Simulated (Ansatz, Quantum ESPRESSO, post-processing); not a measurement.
# Ballistic transmission: Co chain with one atom pushed 0.5 Å aside at constant bond length, part 3 of 4

Wanted: the transmission near the Fermi level and the conductance of this junction: Co chain with one atom pushed 0.5 Å aside at constant bond length.

Quantum ESPRESSO 7.5; plane-wave DFT, LDA, GBRV ultrasoft pseudopotentials; cross-check by Ansatz 0.2.0 with PAW datasets.

So far. Step 2 (Self-consistent run): The run needed 40 iterations to bring the estimated error under 1e-07 Ry; the largest force on any atom, held or free, is 0.19 eV/Å. The cell keeps a moment of 23.8 μB. Step 3 (The open system, spin up): At no point does T exceed the number of channels.

### Step 4. Transmission with pwcond.x, spin down

Level of this step: transmission by pwcond, lead and junction from one cell; plane-wave DFT, LDA, GBRV ultrasoft pseudopotentials (Quantum ESPRESSO).

File cond_dn.in:

```
&inputcond
  outdir = './out'
  prefixt = 'scf'
  tran_file = 'cond_dn.dat'
  bdl = 0.5733333333
  bds = 3.1376139640
  ikind = 1
  ewind = 4.0
  epsproj = 1e-05
  nz1 = 7
  iofspin = 2
  energy0 = 2.0
  denergy = -0.1
/
1
  0.00000000 0.00000000 1.00000000
41
```

Run with:

```console
> OMP_NUM_THREADS=1 mpirun -n 4 pwcond.x -in cond_dn.in > cond_dn.out
```

Log:

```text
[banner, memory and clock lines left out]
Program PWCOND v.7.5 starts
[citation notice left out]

[...]
./out/scf.save/

[...]
negative rho (up, down):  1.964E-05 0.000E+00
     Reading collected, re-writing distributed wavefunctions

===== INPUT FILE containing all the regions =====

     GEOMETRY:

     lattice parameter (alat)  =      14.1729  a.u.
     the volume                =    8932.6414 (a.u.)^3
     the cross section         =     200.8724 (a.u.)^2
     l of the unit cell        =       3.1376 (alat)
[...]
T_tot    -0.30000      0.54685E+01
   T_tot    -0.40000      0.47779E+01
   T_tot    -0.50000      0.39548E+01
   T_tot    -0.60000      0.38082E+01
   T_tot    -0.70000      0.39766E+01
   T_tot    -0.80000      0.39771E+01
   T_tot    -0.90000      0.39706E+01
   T_tot    -1.00000      0.39126E+01
   T_tot    -1.10000      0.38388E+01
   T_tot    -1.20000      0.25236E+01
   T_tot    -1.30000      0.25221E+01
   T_tot    -1.40000      0.23854E+01
   T_tot    -1.50000      0.22257E+01
   T_tot    -1.60000      0.20510E+01
   T_tot    -1.70000      0.17627E+01
   T_tot    -1.80000      0.99366E+00
   T_tot    -1.90000      0.99091E+00
   T_tot    -2.00000      0.99008E+00

[...]
```

Elapsed: 2 min, on 4 MPI ranks of AMD EPYC 7B13 (Zen 3), shared host; peak memory 0.48 GiB.

Read from the output:

```
lead channels, spin down                   : 6
transmission at the Fermi level, spin down : 5.843
```

Per spin. The open channels, down by energy, zero at the Fermi level:

energy (eV), open channels, down and a bar from the least value:
```
    -2.00       1.00 
    -1.80       1.00 
    -1.60       3.00 ############
    -1.40       3.00 ############
    -1.20       3.00 ############
    -1.00       4.00 ##################
    -0.90       4.00 ##################
    -0.70       4.00 ##################
    -0.50       4.00 ##################
    -0.30       6.00 ##############################
    -0.10       6.00 ##############################
     0.00       6.00 ##############################
     0.10       6.00 ##############################
     0.30       6.00 ##############################
     0.50       4.00 ##################
     0.70       4.00 ##################
     0.90       4.00 ##################
     1.00       4.00 ##################
     1.20       4.00 ##################
     1.40       3.00 ############
     1.60       1.00 
     1.80       1.00 
     2.00       1.00
```

Per spin. Table of transmission, down by energy, zero at the Fermi level:

energy (eV), transmission, down and a bar from the least value:
```
    -2.00       0.99 
    -1.90       0.99 
    -1.80       0.99 
    -1.70       1.76 #####
    -1.60       2.05 #######
    -1.50       2.23 ########
    -1.40       2.39 #########
    -1.20       2.52 ##########
    -1.10       3.84 ##################
    -1.00       3.91 ##################
    -0.90       3.97 ##################
    -0.80       3.98 ##################
    -0.70       3.98 ##################
    -0.60       3.81 #################
    -0.50       3.95 ##################
    -0.40       4.78 #######################
    -0.30       5.47 ###########################
    -0.20       5.84 ##############################
    -0.10       5.89 ##############################
     0.00       5.84 ##############################
     0.10       5.73 #############################
     0.20       5.51 ############################
     0.30       5.09 #########################
     0.40       2.92 ############
     0.50       3.67 #################
     0.60       3.77 #################
     0.70       3.80 #################
     0.80       3.79 #################
     0.90       3.74 #################
     1.00       3.66 ################
     1.10       3.48 ###############
     1.20       2.25 ########
     1.40       1.98 ######
     1.50       0.94 
     1.60       0.96 
     1.70       0.97 
     1.80       0.97 
     1.90       0.97 
     2.00       0.97
```

### Step 5. Both spins together

Read from the output:

* conductance: 3.419 G₀
* spin polarisation: -0.7088

Per spin. Transmission against energy, zero at the Fermi level:

```
energy (eV)     up   down
      -2.00   5.87  0.990
      -1.90   5.68  0.991
      -1.80   4.27  0.994
      -1.70   3.74   1.76
      -1.60   3.84   2.05
      -1.50   3.89   2.23
      -1.40   3.90   2.39
      -1.20   3.90   2.52
      -1.10   3.88   3.84
      -1.00   3.84   3.91
      -0.90   3.74   3.97
      -0.80   1.86   3.98
      -0.70  0.999   3.98
      -0.60  0.998   3.81
      -0.50  0.998   3.95
      -0.40  0.997   4.78
      -0.30  0.997   5.47
      -0.20  0.997   5.84
      -0.10  0.996   5.89
       0.00  0.996   5.84
       0.10  0.995   5.73
       0.20  0.995   5.51
       0.30  0.995   5.09
       0.40  0.994   2.92
       0.50  0.994   3.67
       0.60  0.993   3.77
       0.70  0.993   3.80
       0.80  0.992   3.79
       0.90  0.992   3.74
       1.00  0.991   3.66
       1.10  0.990   3.48
       1.20  0.989   2.25
       1.40  0.986   1.98
       1.50  0.984  0.943
       1.60  0.982  0.959
       1.70  0.977  0.965
       1.80  0.969  0.968
       1.90  0.950  0.969
       2.00  0.861  0.968
```

### Step 6. The open system, spin up, with epsproj = 0.01

A sensitivity test on the input.

File cond_up.w.in:

```
&inputcond
  outdir = './out'
  prefixt = 'scf'
  tran_file = 'cond_up.w.dat'
  bdl = 0.5733333333
  bds = 3.1376139640
  ikind = 1
  ewind = 4.0
  epsproj = 0.01
  nz1 = 7
  iofspin = 1
  energy0 = 2.0
  denergy = -0.1
/
1
  0.00000000 0.00000000 1.00000000
41
```

Run with:

```console
> OMP_NUM_THREADS=1 mpirun -n 4 pwcond.x -in cond_up.w.in > cond_up.w.out
```

Log:

```text
[banner, memory and clock lines left out]
Program PWCOND v.7.5 starts
[citation notice left out]

[...]
./out/scf.save/

[...]
negative rho (up, down):  1.964E-05 0.000E+00
     Reading collected, re-writing distributed wavefunctions

===== INPUT FILE containing all the regions =====

     GEOMETRY:

     lattice parameter (alat)  =      14.1729  a.u.
     the volume                =    8932.6414 (a.u.)^3
     the cross section         =     200.8724 (a.u.)^2
     l of the unit cell        =       3.1376 (alat)
     number of atoms/cell      =           11
     number of atomic types    =            1

     crystal axes: (cart. coord. in units of alat)
               a(1) = (  1.0000  0.0000  0.0000 )
               a(2) = (  0.0000  1.0000  0.0000 )
               a(3) = (  0.0000  0.0000  3.1376 )

   Cartesian axes

     site n.     atom                  positions (alat units)
          1        Co     tau(  1)=(  0.5000  0.5000  3.1376  )
          2        Co     tau(  2)=(  0.5000  0.5000  0.2867  )
          3        Co     tau(  3)=(  0.5000  0.5000  0.5733  )
          4        Co     tau(  4)=(  0.5000  0.5000  0.8600  )
          5        Co     tau(  5)=(  0.5000  0.5000  1.1467  )
          6        Co     tau(  6)=(  0.5667  0.5000  1.4255  )
          7        Co     tau(  7)=(  0.5000  0.5000  1.7043  )
          8        Co     tau(  8)=(  0.5000  0.5000  1.9909  )
          9        Co     tau(  9)=(  0.5000  0.5000  2.2776  )
         10        Co     tau( 10)=(  0.5000  0.5000  2.5643  )
         11        Co     tau( 11)=(  0.5000  0.5000  2.8509  )

     nr1s                      =           54
     nr2s                      =           54
     nr3s                      =          180
     nr1sx                     =           54
     nr2sx                     =           54
     nr3sx                     =          180
     nr1                       =           60
     nr2                       =           60
     nr3                       =          192
     nr1x                      =           60
     nr2x                      =           60
     nr3x                      =          192

 _______________________________
  Radii of nonlocal spheres:

     type       ibeta     ang. mom.          radius (alat units)
       Co         1         0                    0.1106
       Co         2         0                    0.1106
       Co         3         1                    0.1106
       Co         4         1                    0.1106
       Co         5         2                    0.1106
       Co         6         2                    0.1106
----- General information -----

--- T calc. with identical leads (ikind=1) ---

         LSDA calculations, spin index =     1

     nrx                       =           54
     nry                       =           54
     nz1                       =            7

     energy0               =         2.0E+00
     denergy               =        -1.0E-01
     nenergy               =         41
     ecut2d                =         3.4E+01
     ewind                 =         4.0E+00
     epsproj               =         1.0E-02

     number of k_|| points=    1
                       cryst. coord.
        k(    1) = (   0.0000000   0.0000000), wk =   1.0000000
----- Information about left/right lead -----

     nocros                   =           18
     noins                    =           18
     norb                     =           54
     norbf                    =          180
     nrz                      =           33

      iorb      type   ibeta   ang. mom.   m       position (alat)
        1        1       1        0        1   taunew(   1)=(  0.5000  0.5000  0.0000)
        2        1       2        0        1   taunew(   2)=(  0.5000  0.5000  0.0000)
[...]
54        1       6        2        5   taunew(  54)=(  0.5000  0.5000  0.5733)
    k slab    z(k)  z(k+1)     crossing(iorb=1,norb)
    1   0.0000 0.0174 0.0174   111111111111111111000000000000000000000000000000000000
    2   0.0174 0.0347 0.0174   111111111111111111000000000000000000000000000000000000
[...]
33   0.5560 0.5733 0.0174   000000000000000000000000000000000000111111111111111111
----- Information about scattering region -----

     noins                    =          144
     norb                     =          180
     norbf                    =          180
     nrz                      =          147

      iorb      type   ibeta   ang. mom.   m       position (alat)
        1        1       1        0        1   taunew(   1)=(  0.5000  0.5000  0.0000)
        2        1       2        0        1   taunew(   2)=(  0.5000  0.5000  0.0000)
[...]
180        1       6        2        5   taunew( 180)=(  0.5000  0.5000  2.5643)
 ngper, shell number =          545          70
 ngper, n2d =          545          89
---  E-Ef =    2.0000000  k =    0.0000000   0.0000000
---  ie =          1  ik =          1
 Nchannels of the left tip =            1
 Right moving states:
   k1(2pi/a)   k2(2pi/a)   E-Ef (eV)
  -0.2251710   0.0000079   2.0000000
 Left moving states:
   k1(2pi/a)   k2(2pi/a)   E-Ef (eV)
   0.2251710   0.0000079   2.0000000

 to transmit
 Band j to band i transmissions and reflections:
    j         i     |T_ij|^2    |R_ij|^2

    1 -->     1     0.88805     0.11195
   Total T_j, R_j =    0.88805  0.11195

          E-Ef(ev), T =    2.0000000   0.8880508
---  E-Ef =    1.9000000  k =    0.0000000   0.0000000
---  ie =          2  ik =          1
 Nchannels of the left tip =            1
 Right moving states:
   k1(2pi/a)   k2(2pi/a)   E-Ef (eV)
  -0.2330434   0.0000079   1.9000000
 Left moving states:
   k1(2pi/a)   k2(2pi/a)   E-Ef (eV)
   0.2330434   0.0000079   1.9000000

 to transmit
 Band j to band i transmissions and reflections:
    j         i     |T_ij|^2    |R_ij|^2

    1 -->     1     0.95496     0.04504
   Total T_j, R_j =    0.95496  0.04504

          E-Ef(ev), T =    1.9000000   0.9549626
---  E-Ef =    1.8000000  k =    0.0000000   0.0000000
---  ie =          3  ik =          1
 Nchannels of the left tip =            1
 Right moving states:
   k1(2pi/a)   k2(2pi/a)   E-Ef (eV)
  -0.2409533   0.0000079   1.8000000
 Left moving states:
   k1(2pi/a)   k2(2pi/a)   E-Ef (eV)
   0.2409533   0.0000079   1.8000000

 to transmit
 Band j to band i transmissions and reflections:
    j         i     |T_ij|^2    |R_ij|^2

    1 -->     1     0.97121     0.02879
   Total T_j, R_j =    0.97121  0.02879

          E-Ef(ev), T =    1.8000000   0.9712100
[... further energies and points left out ...]
[...]
Left moving states:
   k1(2pi/a)   k2(2pi/a)   E-Ef (eV)
   0.2689728   0.0000001  -1.8000000
  -0.2793072   0.0000008  -1.8000000
   0.2869418   0.0000001  -1.8000000
   0.3594517   0.0000107  -1.8000000
   0.3661250   0.0000174  -1.8000000
   0.3856765   0.0000121  -1.8000000

 to transmit
 Band j to band i transmissions and reflections:
    j         i     |T_ij|^2    |R_ij|^2

    1 -->     1     0.10952     0.04549
    1 -->     2     0.02685     0.00030
    1 -->     3     0.00000     0.00000
    1 -->     4     0.29043     0.03393
    1 -->     5     0.00000     0.00000
    1 -->     6     0.48835     0.00513
   Total T_j, R_j =    0.91514  0.08486

    2 -->     1     0.03073     0.00032
    2 -->     2     0.87530     0.00124
    2 -->     3     0.00000     0.00000
    2 -->     4     0.04154     0.00064
    2 -->     5     0.00000     0.00000
    2 -->     6     0.04726     0.00297
   Total T_j, R_j =    0.99483  0.00517

    3 -->     1     0.00000     0.00000
    3 -->     2     0.00000     0.00000
    3 -->     3     0.12022     0.30481
    3 -->     4     0.00000     0.00000
    3 -->     5     0.51572     0.05926
    3 -->     6     0.00000     0.00000
   Total T_j, R_j =    0.63594  0.36406

    4 -->     1     0.28657     0.03403
    4 -->     2     0.04590     0.00069
    4 -->     3     0.00000     0.00000
    4 -->     4     0.21551     0.01906
    4 -->     5     0.00000     0.00000
    4 -->     6     0.38197     0.01626
   Total T_j, R_j =    0.92996  0.07004

    5 -->     1     0.00000     0.00000
    5 -->     2     0.00000     0.00000
    5 -->     3     0.51515     0.05925
    5 -->     4     0.00000     0.00000
    5 -->     5     0.31630     0.10930
    5 -->     6     0.00000     0.00000
   Total T_j, R_j =    0.83145  0.16855

    6 -->     1     0.48534     0.00511
    6 -->     2     0.04388     0.00292
    6 -->     3     0.00000     0.00000
    6 -->     4     0.38396     0.01616
    6 -->     5     0.00000     0.00000
    6 -->     6     0.04213     0.02050
   Total T_j, R_j =    0.95531  0.04469

          E-Ef(ev), T =   -1.8000000   5.2626287
---  E-Ef =   -1.9000000  k =    0.0000000   0.0000000
---  ie =         40  ik =          1
 Nchannels of the left tip =            6
 Right moving states:
   k1(2pi/a)   k2(2pi/a)   E-Ef (eV)
   0.2430662   0.0000005  -1.9000000
  -0.3833200   0.0000002  -1.9000000
  -0.3833200   0.0000002  -1.9000000
  -0.3896956   0.0000172  -1.9000000
  -0.3992323   0.0000001  -1.9000000
  -0.4045838   0.0000119  -1.9000000
 Left moving states:
   k1(2pi/a)   k2(2pi/a)   E-Ef (eV)
  -0.2430662   0.0000005  -1.9000000
   0.3833200   0.0000002  -1.9000000
   0.3833200   0.0000002  -1.9000000
   0.3896956   0.0000172  -1.9000000
   0.3992323   0.0000001  -1.9000000
   0.4045838   0.0000119  -1.9000000

 to transmit
 Band j to band i transmissions and reflections:
    j         i     |T_ij|^2    |R_ij|^2

    1 -->     1     0.83964     0.00173
    1 -->     2     0.03294     0.00200
    1 -->     3     0.08659     0.00468
    1 -->     4     0.00000     0.00000
    1 -->     5     0.00000     0.00000
    1 -->     6     0.03151     0.00091
   Total T_j, R_j =    0.99068  0.00932

    2 -->     1     0.03672     0.00469
    2 -->     2     0.85187     0.01567
    2 -->     3     0.05956     0.00338
    2 -->     4     0.00000     0.00000
    2 -->     5     0.00000     0.00000
    2 -->     6     0.02124     0.00688
   Total T_j, R_j =    0.96938  0.03062

    3 -->     1     0.08287     0.00201
    3 -->     2     0.05907     0.00696
    3 -->     3     0.19078     0.01568
    3 -->     4     0.00000     0.00000
    3 -->     5     0.00000     0.00000
    3 -->     6     0.64219     0.00045
   Total T_j, R_j =    0.97491  0.02509

    4 -->     1     0.00000     0.00000
    4 -->     2     0.00000     0.00000
    4 -->     3     0.00000     0.00000
    4 -->     4     0.36452     0.06056
    4 -->     5     0.49118     0.08374
    4 -->     6     0.00000     0.00000
   Total T_j, R_j =    0.85570  0.14430

    5 -->     1     0.00000     0.00000
    5 -->     2     0.00000     0.00000
    5 -->     3     0.00000     0.00000
    5 -->     4     0.49101     0.08374
    5 -->     5     0.15809     0.26715
    5 -->     6     0.00000     0.00000
   Total T_j, R_j =    0.64910  0.35090

    6 -->     1     0.03115     0.00092
    6 -->     2     0.02424     0.00045
    6 -->     3     0.63985     0.00685
    6 -->     4     0.00000     0.00000
    6 -->     5     0.00000     0.00000
    6 -->     6     0.29093     0.00559
   Total T_j, R_j =    0.98618  0.01382

          E-Ef(ev), T =   -1.9000000   5.4259565
---  E-Ef =   -2.0000000  k =    0.0000000   0.0000000
---  ie =         41  ik =          1
 Nchannels of the left tip =            5
 Right moving states:
   k1(2pi/a)   k2(2pi/a)   E-Ef (eV)
   0.1999924   0.0000003  -2.0000000
  -0.4068122   0.0000108  -2.0000000
  -0.4134188   0.0000174  -2.0000000
  -0.4186719   0.0000121  -2.0000000
  -0.4865015   0.0000004  -2.0000000
 Left moving states:
   k1(2pi/a)   k2(2pi/a)   E-Ef (eV)
  -0.1999924   0.0000003  -2.0000000
   0.4068123   0.0000108  -2.0000000
   0.4134189   0.0000174  -2.0000000
   0.4186719   0.0000121  -2.0000000
   0.4865015   0.0000004  -2.0000000

 to transmit
    3    3   0.9995419
 Band j to band i transmissions and reflections:
    j         i     |T_ij|^2    |R_ij|^2

    1 -->     1     0.79500     0.00393
    1 -->     2     0.05966     0.00810
    1 -->     3     0.00000     0.00000
    1 -->     4     0.07873     0.00361
    1 -->     5     0.04406     0.00692
   Total T_j, R_j =    0.97744  0.02256

    2 -->     1     0.06073     0.00809
    2 -->     2     0.18961     0.01133
    2 -->     3     0.00000     0.00000
    2 -->     4     0.53034     0.00528
    2 -->     5     0.19415     0.00046
   Total T_j, R_j =    0.97484  0.02516

    3 -->     1     0.00000     0.00000
    3 -->     2     0.00000     0.00000
    3 -->     3     0.73702     0.26253
    3 -->     4     0.00000     0.00000
    3 -->     5     0.00000     0.00000
   Total T_j, R_j =    0.73702  0.26253

    4 -->     1     0.07869     0.00362
    4 -->     2     0.52808     0.00528
    4 -->     3     0.00000     0.00000
    4 -->     4     0.00225     0.00120
    4 -->     5     0.37604     0.00484
   Total T_j, R_j =    0.98506  0.01494

    5 -->     1     0.04284     0.00690
    5 -->     2     0.19561     0.00046
    5 -->     3     0.00000     0.00000
    5 -->     4     0.37296     0.00486
    5 -->     5     0.36413     0.01225
   Total T_j, R_j =    0.97554  0.02446

          E-Ef(ev), T =   -2.0000000   4.6498950
   T_tot     2.00000      0.88805E+00
   T_tot     1.90000      0.95496E+00
   T_tot     1.80000      0.97121E+00
   T_tot     1.70000      0.97840E+00
   T_tot     1.60000      0.98247E+00
   T_tot     1.50000      0.98511E+00
   T_tot     1.40000      0.98699E+00
   T_tot     1.30000      0.98841E+00
   T_tot     1.20000      0.98952E+00
   T_tot     1.10000      0.99043E+00
   T_tot     1.00000      0.99120E+00
   T_tot     0.90000      0.99186E+00
   T_tot     0.80000      0.99245E+00
   T_tot     0.70000      0.99298E+00
   T_tot     0.60000      0.99347E+00
   T_tot     0.50000      0.99392E+00
   T_tot     0.40000      0.99435E+00
   T_tot     0.30000      0.99477E+00
   T_tot     0.20000      0.99517E+00
   T_tot     0.10000      0.99556E+00
   T_tot    -0.00000      0.99594E+00
   T_tot    -0.10000      0.99631E+00
   T_tot    -0.20000      0.99666E+00
   T_tot    -0.30000      0.99700E+00
   T_tot    -0.40000      0.99734E+00
   T_tot    -0.50000      0.99766E+00
   T_tot    -0.60000      0.99799E+00
   T_tot    -0.70000      0.99834E+00
   T_tot    -0.80000      0.30798E+01
   T_tot    -0.90000      0.37817E+01
   T_tot    -1.00000      0.38414E+01
   T_tot    -1.10000      0.38633E+01
   T_tot    -1.20000      0.38627E+01
   T_tot    -1.30000      0.38321E+01
   T_tot    -1.40000      0.37214E+01
   T_tot    -1.50000      0.32742E+01
   T_tot    -1.60000      0.29431E+01
   T_tot    -1.70000      0.41788E+01
   T_tot    -1.80000      0.52626E+01
   T_tot    -1.90000      0.54260E+01
   T_tot    -2.00000      0.46499E+01

[...]
```

Wall time 48 s (4 MPI ranks); peak memory 0.44 GiB; 3.2 min of CPU time.

The changed values were drawn from a wide range, not chosen for quality; the comparison shows what they did here together.

Beside the run it was changed from:

```
                                quantity  this run  unchanged run  difference
transmission at the Fermi level, spin up    0.9959         0.9958      1.8e-4
                           wall time (s)        48            122
```

Over all energies T moves by up to 1.2, at -0.8 eV, where the two runs count unlike lead channels.

The physical values in this table stay within 0.05 %.

(Continued in part 4 of 4.)

[Logs are printed without paths, hosts, clocks, repeated set-up lines and the standing remarks that a program may print on its own settings, such as how far it seeks lower states.]

[Hosts, paths, dates, database ids (printed as entryN), source tags and the programs' standing remarks are cut or masked in the printed files.]

[Maps of the electrostatic potential energy from Ansatz leave out the sawtooth potential of an applied field or a dipole correction, so their vacuum need not be flat; planar profiles and work functions include it.]
